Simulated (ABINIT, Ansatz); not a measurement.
## Zr (Zirconium): phonons by linear response

How does Zr (Zirconium) vibrate, and is this structure a minimum?

Program: ABINIT 10.8.3. Level of theory: DFT PBE, scalar-relativistic, plane waves, PseudoDojo norm-conserving pseudopotentials. Results are calculated unless marked as measured.

## 1. The structure

The structure is hexagonal, space group P6_3/mmc (No. 194). Conventional cell: a = 3.232 Å, b = 3.232 Å, c = 5.147 Å, α = 90.00°, β = 90.00°, γ = 120.00°. Nearest to Zr lie 12 Zr at 3.18 to 3.23 Å.

Coordinates:

```
Zr
1.0
     3.23200    0.00000    0.00000
    -1.61600    2.79899    0.00000
     0.00000    0.00000    5.14700
Zr
2
Direct
  0.33333 0.66667 0.25000
  0.66667 0.33333 0.75000
```

## 2. A probe with smearing

A first run with smearing and empty bands tells whether the crystal has a gap, which decides between fixed occupations and smearing later on.

Contents of probe.abi:

```
# ground state
tolvrs 1.0d-08
prtden 1
prtwf 1

# basis, mesh and filling
ecut 29.0
ngkpt 6 6 4
nshiftk 1
shiftk 0.0 0.0 0.0
istwfk *1
occopt 7
tsmear 0.005
nband 19
nstep 100
diemac 9.0
prtebands 0
prtgsr 0

# cell and atoms
acell 6.107594835 6.107594835 9.726420363
rprim 
    1.0 0.0 0.0
    -0.5 0.8660254038 0.0
    0.0 0.0 1.0
ntypat 1
znucl 40
natom 2
typat 1 1
xred 
    1/3 2/3 0.25
    2/3 1/3 0.75
pp_dirpath "./pseudo"
pseudos "Zr.upf"
```

Started as:

```sh
> OMP_NUM_THREADS=1 mpirun -n 16 abinit probe.abi > probe.log
```

Numbers of over 12 decimals in the logs are rounded to 6 here.

probe.abo, the main output file:

```text
[banners, grids, parts of the stress and lines that vanish by symmetry left out]
- input  file    -> probe.abi
- output file    -> probe.abo
- root for input  files -> probei
[...]
Symmetries : space group P6_3/m m c (#194); Bravais hP (primitive hexag.)
[...]
mpw =        2388          nfft =       43200          nkpt =          21
[...]
== DATASET  1 ==================================================================
[...]
-    --> not optimal distribution: autoparal keyword recommended in input file <--
[...]
cutoff_energies: {ecut:  29.0, pawecutdg:  -1.0, }
[...]
ETOT  1  -101.19384763470    -1.012E+02 1.001E-01 1.738E+01
 ETOT  2  -101.24115716656    -4.731E-02 1.593E-02 1.585E+00
 ETOT  3  -101.24164249402    -4.853E-04 2.378E-03 1.474E-03
 ETOT  4  -101.24164308795    -5.939E-07 1.496E-03 1.877E-05
 ETOT  5  -101.24164309591    -7.966E-09 5.466E-04 3.744E-07
 ETOT  6  -101.24164309612    -2.105E-10 8.060E-04 1.115E-08
 ETOT  7  -101.24164309613    -8.001E-12 2.180E-04 1.973E-10
 At SCF step    7       vres2   =  1.97E-10 < tolvrs=  1.00E-08 =>converged.
[...]
sigma(1 1)=  1.41982313E-05  sigma(3 2)=  0.00000000E+00
  sigma(2 2)=  1.41982310E-05  sigma(3 1)=  0.00000000E+00
  sigma(3 3)= -1.58121899E-05  sigma(2 1)=  0.00000000E+00
[...]
convergence: {deltae: -8.001E-12, res2:  1.973E-10, residm:  2.180E-04, diffor: null, }
etotal    :  -1.01241643E+02
[...]
sigma(1 1)=  1.41982313E-05  sigma(3 2)=  0.00000000E+00
  sigma(2 2)=  1.41982310E-05  sigma(3 1)=  0.00000000E+00
  sigma(3 3)= -1.58121899E-05  sigma(2 1)=  0.00000000E+00
[...]
- sigma(1 1)=  4.17726386E-01  sigma(3 2)=  0.00000000E+00
- sigma(2 2)=  4.17726377E-01  sigma(3 1)=  0.00000000E+00
- sigma(3 3)= -4.65210688E-01  sigma(2 1)=  0.00000000E+00
[...]
fcart      1.1021708610E-29  3.1816932164E-29 -0.0000000000E+00
           strten      1.4198231287E-05  1.4198230958E-05 -1.5812189903E-05
================================================================================

[key lines of the parts left out:]
pressure_GPa:  -1.2341E-01
```

The job ended after 3.3 s (16 MPI ranks of Arm Neoverse V2, shared host; 51 s of CPU time).

This step gave:

| Property | Result |
| --- | --- |
| volume per atom | 23.28 Å³ |
| pressure | -0.1234 GPa |
| gap on the k-mesh | 0 eV |

No gap opens on this mesh, so smearing is kept; the printed pressure holds the stress of the finite basis too.

## 3. Relaxation

The harmonic expansion needs vanishing forces, and a free crystal bears no stress, so cell and atoms are brought to rest. Stress is more sensitive to the basis than forces are: the last 3 Ha under the cutoff are smoothed with ecutsm, and the cutoff is raised above that of the later runs.

Contents of relax.abi:

```
# relaxation
ionmov 2
optcell 2
dilatmx 1.08
ntime 40
tolmxf 1.0d-05
tolvrs 1.0d-14
prtwf 0
prtden 0
chksymtnons 0

# basis, mesh and filling
ecut 36.0
ecutsm 3.0
ngkpt 12 12 6
nshiftk 1
shiftk 0.0 0.0 0.0
istwfk *1
occopt 7
tsmear 0.01
nband 19
nstep 100
diemac 1000000.0
prtebands 0
prtgsr 0

# cell and atoms
acell 6.107594835 6.107594835 9.726420363
rprim 
    1.0 0.0 0.0
    -0.5 0.8660254038 0.0
    0.0 0.0 1.0
ntypat 1
znucl 40
natom 2
typat 1 1
xred 
    1/3 2/3 0.25
    2/3 1/3 0.75
pp_dirpath "./pseudo"
pseudos "Zr.upf"
```

Started as:

```sh
> OMP_NUM_THREADS=1 mpirun -n 16 abinit relax.abi > relax.log
```

relax.abo, the main output file:

```text
[banners, grids, parts of the stress and lines that vanish by symmetry left out]
- input  file    -> relax.abi
- output file    -> relax.abo
- root for input  files -> relaxi
[...]
Symmetries : space group P6_3/m m c (#194); Bravais hP (primitive hexag.)
[...]
mpw =        4128          nfft =       77760          nkpt =          76
[...]
== DATASET  1 ==================================================================
[...]
cutoff_energies: {ecut:  36.0, pawecutdg:  -1.0, }
[...]
ETOT  1  -101.18689009564    -1.012E+02 1.531E-01 2.902E+01
 ETOT  2  -101.24305950426    -5.617E-02 5.436E-02 1.160E+00
 ETOT  3  -101.24326707017    -2.076E-04 3.102E-03 6.184E-03
 ETOT  4  -101.24326793994    -8.698E-07 2.813E-03 2.005E-05
 ETOT  5  -101.24326794552    -5.576E-09 7.867E-04 4.299E-07
[...]
At SCF step   10       vres2   =  3.12E-15 < tolvrs=  1.00E-14 =>converged.
[...]
sigma(1 1)= -1.47065768E-05  sigma(3 2)=  0.00000000E+00
  sigma(2 2)= -1.47065771E-05  sigma(3 1)=  0.00000000E+00
  sigma(3 3)= -3.51191968E-05  sigma(2 1)=  0.00000000E+00
[...]
convergence: {deltae:  1.123E-12, res2:  3.119E-15, residm:  8.627E-04, diffor: null, }
etotal    :  -1.01243268E+02
[...]
ETOT  1  -101.24326142376    -1.012E+02 1.468E-03 1.346E-01
[...]
At SCF step    8       vres2   =  7.97E-16 < tolvrs=  1.00E-14 =>converged.
[...]
sigma(1 1)= -9.15032893E-06  sigma(3 2)=  0.00000000E+00
  sigma(2 2)= -9.15032925E-06  sigma(3 1)=  0.00000000E+00
  sigma(3 3)= -2.71059299E-05  sigma(2 1)=  0.00000000E+00
[...]
convergence: {deltae:  2.416E-13, res2:  7.969E-16, residm:  2.174E-04, diffor: null, }
etotal    :  -1.01243282E+02
[...]
ETOT  1  -101.24314387404    -1.012E+02 1.081E-04 1.023E+00
[...]
At SCF step    8       vres2   =  5.26E-15 < tolvrs=  1.00E-14 =>converged.
[...]
sigma(1 1)=  5.38056714E-06  sigma(3 2)=  0.00000000E+00
  sigma(2 2)=  5.38056682E-06  sigma(3 1)=  0.00000000E+00
  sigma(3 3)= -4.77636100E-06  sigma(2 1)=  0.00000000E+00
[...]
convergence: {deltae: -1.350E-12, res2:  5.263E-15, residm:  2.532E-05, diffor: null, }
etotal    :  -1.01243298E+02
[...]
ETOT  1  -101.24329868381    -1.012E+02 2.241E-05 2.906E-03
[...]
At SCF step    8       vres2   =  8.12E-16 < tolvrs=  1.00E-14 =>converged.
[...]
sigma(1 1)=  5.26648406E-06  sigma(3 2)=  0.00000000E+00
  sigma(2 2)=  5.26648374E-06  sigma(3 1)=  0.00000000E+00
  sigma(3 3)= -3.58608355E-06  sigma(2 1)=  0.00000000E+00
[...]
convergence: {deltae: -2.558E-13, res2:  8.123E-16, residm:  1.294E-05, diffor: null, }
etotal    :  -1.01243299E+02
[...]
ETOT  1  -101.24327789769    -1.012E+02 9.901E-05 1.219E-01
[...]
At SCF step    8       vres2   =  5.09E-15 < tolvrs=  1.00E-14 =>converged.
[...]
sigma(1 1)=  1.31879045E-06  sigma(3 2)=  0.00000000E+00
  sigma(2 2)=  1.31879013E-06  sigma(3 1)=  0.00000000E+00
  sigma(3 3)=  9.18746087E-07  sigma(2 1)=  0.00000000E+00
[...]
convergence: {deltae:  1.606E-12, res2:  5.092E-15, residm:  4.801E-06, diffor: null, }
etotal    :  -1.01243302E+02
[...]
ETOT  1  -101.24330178137    -1.012E+02 4.165E-06 3.392E-03
[...]
At SCF step    8       vres2   =  7.19E-17 < tolvrs=  1.00E-14 =>converged.
[...]
sigma(1 1)=  2.32994480E-07  sigma(3 2)=  0.00000000E+00
  sigma(2 2)=  2.32994156E-07  sigma(3 1)=  0.00000000E+00
  sigma(3 3)=  2.95674310E-07  sigma(2 1)=  0.00000000E+00
[...]
convergence: {deltae:  1.705E-13, res2:  7.185E-17, residm:  2.000E-06, diffor: null, }
etotal    :  -1.01243302E+02
[...]
ETOT  1  -101.24330227792    -1.012E+02 1.714E-06 2.078E-04
[...]
ETOT  6  -101.24330230876     4.405E-13 9.890E-07 2.352E-14
 ETOT  7  -101.24330230876     5.684E-14 7.399E-07 3.025E-16
 At SCF step    7       vres2   =  3.02E-16 < tolvrs=  1.00E-14 =>converged.
[...]
sigma(1 1)=  9.93585251E-10  sigma(3 2)=  0.00000000E+00
  sigma(2 2)=  9.93260979E-10  sigma(3 1)=  0.00000000E+00
  sigma(3 3)=  1.30511941E-08  sigma(2 1)=  0.00000000E+00
[...]
convergence: {deltae:  5.684E-14, res2:  3.025E-16, residm:  7.399E-07, diffor: null, }
etotal    :  -1.01243302E+02
[...]
At Broyd/MD step   7, gradients are converged :
[...]
sigma(1 1)=  9.93585251E-10  sigma(3 2)=  0.00000000E+00
  sigma(2 2)=  9.93260979E-10  sigma(3 1)=  0.00000000E+00
  sigma(3 3)=  1.30511941E-08  sigma(2 1)=  0.00000000E+00
[...]
- sigma(1 1)=  2.92322873E-05  sigma(3 2)=  0.00000000E+00
- sigma(2 2)=  2.92227469E-05  sigma(3 1)=  0.00000000E+00
- sigma(3 3)=  3.83979388E-04  sigma(2 1)=  0.00000000E+00
[...]
fcart     -6.6122032378E-29  6.3625955320E-29 -0.0000000000E+00
           strten      9.9358525053E-10  9.9326097867E-10  1.3051194138E-08
================================================================================

[key lines of the parts left out:]
pressure_GPa:  -1.4748E-04
Total energy (etotal) [Ha]= -1.01243302308758E+02
```

Run time: 57 s. Hardware: 16 MPI ranks.

Relaxation path:

```tsv
step	energy less that of the first step (eV)	largest force (eV/Å)	volume (Å³)
1	0.0000	0.0000	46.56
2	-0.0004	0.0000	46.65
3	-0.0008	0.0000	46.90
4	-0.0009	0.0000	46.90
5	-0.0009	0.0000	46.88
6	-0.0009	0.0000	46.86
7	-0.0009	0.0000	46.86
```

```tsv
conventional cell, symmetrised	before	after	change
a (Å)	3.232	3.232	+0.0 %
b (Å)	3.232	3.232	+0.0 %
c (Å)	5.147	5.179	+0.6 %
volume (Å³/atom)	23.28	23.43	+0.6 %
```

Final coordinates:

```xyz
2
Lattice="3.2324 0.0000 0.0000 -1.6162 2.7993 0.0000 0.0000 0.0000 5.1787" Properties=species:S:1:pos:R:3 pbc="T T T"
Zr    0.0000    1.8662    1.2947
Zr    1.6162    0.9331    3.8840
```

Numbers from this step:

```
volume per atom : 23.43 Å³
pressure        : -1.47e-4 GPa
```

The volume changes by +0.6 % in this run and stands +0.6 % from the first cell.

## 4. Self-consistent run for the response

The response is built on these wavefunctions, so the potential is converged far more tightly than an energy would need. Smearing stays on, as the first look found no gap above 0.3 eV.

Contents of gs.abi:

```
# ground state
tolvrs 1.0d-16
prtden 1
prtwf 1

# basis, mesh and filling
ecut 29.0
ngkpt 12 12 6
nshiftk 1
shiftk 0.0 0.0 0.0
istwfk *1
occopt 7
tsmear 0.01
nband 19
nstep 100
diemac 1000000.0
prtebands 0
prtgsr 0

# cell and atoms
acell 6.108354038 6.108354038 9.786360778
rprim 
    1.0 0.0 0.0
    -0.5 0.8660254038 0.0
    0.0 0.0 1.0
ntypat 1
znucl 40
natom 2
typat 1 1
xred 
    1/3 2/3 0.25
    2/3 1/3 0.75
pp_dirpath "./pseudo"
pseudos "Zr.upf"
```

Started as:

```sh
> OMP_NUM_THREADS=1 mpirun -n 16 abinit gs.abi > gs.log
```

gs.abo, the main output file:

```text
[banners, grids, parts of the stress and lines that vanish by symmetry left out]
- input  file    -> gs.abi
- output file    -> gs.abo
- root for input  files -> gsi
[...]
Symmetries : space group P6_3/m m c (#194); Bravais hP (primitive hexag.)
[...]
mpw =        2406          nfft =       43200          nkpt =          76
[...]
== DATASET  1 ==================================================================
[...]
cutoff_energies: {ecut:  29.0, pawecutdg:  -1.0, }
[...]
ETOT  1  -101.19460959928    -1.012E+02 1.504E-01 1.743E+01
 ETOT  2  -101.24263215138    -4.802E-02 1.823E-02 9.744E-01
 ETOT  3  -101.24294156036    -3.094E-04 4.392E-03 1.661E-03
 ETOT  4  -101.24294213107    -5.707E-07 2.465E-03 2.061E-05
 ETOT  5  -101.24294213840    -7.326E-09 2.149E-03 2.726E-07
[...]
ETOT 10  -101.24294213855    -4.263E-13 2.053E-04 1.359E-15
 ETOT 11  -101.24294213856    -8.811E-13 2.138E-04 2.565E-17
 At SCF step   11       vres2   =  2.57E-17 < tolvrs=  1.00E-16 =>converged.
[...]
sigma(1 1)=  1.55102740E-05  sigma(3 2)=  0.00000000E+00
  sigma(2 2)=  1.55102737E-05  sigma(3 1)=  0.00000000E+00
  sigma(3 3)=  1.54561967E-05  sigma(2 1)=  0.00000000E+00
[...]
convergence: {deltae: -8.811E-13, res2:  2.565E-17, residm:  2.138E-04, diffor: null, }
etotal    :  -1.01242942E+02
[...]
sigma(1 1)=  1.55102740E-05  sigma(3 2)=  0.00000000E+00
  sigma(2 2)=  1.55102737E-05  sigma(3 1)=  0.00000000E+00
  sigma(3 3)=  1.54561967E-05  sigma(2 1)=  0.00000000E+00
[...]
- sigma(1 1)=  4.56328015E-01  sigma(3 2)=  0.00000000E+00
- sigma(2 2)=  4.56328006E-01  sigma(3 1)=  0.00000000E+00
- sigma(3 3)=  4.54737007E-01  sigma(2 1)=  0.00000000E+00
[...]
fcart      0.0000000000E+00  0.0000000000E+00 -0.0000000000E+00
           strten      1.5510273988E-05  1.5510273663E-05  1.5456196720E-05
================================================================================

[key lines of the parts left out:]
pressure_GPa:  -4.5580E-01
```

Wall time 7.5 s (16 MPI ranks); 2 min of CPU time.

Read from the output:

```yaml
pressure: -0.4558 GPa
```

The cell stands at -0.46 GPa: the relaxation ran with a smoothed and higher cutoff, and the difference is a stress of the finite basis.

(Part 1 of 4 ends here.)

[Host names and launcher messages were left out of these logs when they were recorded.]

[Logs are printed without paths, hosts, clocks, repeated set-up lines and the standing remarks that a program may print on its own settings, such as how far it seeks lower states.]

[Hosts, paths, dates, database ids (printed as entryN), source tags and the programs' standing remarks are cut or masked in the printed files.]
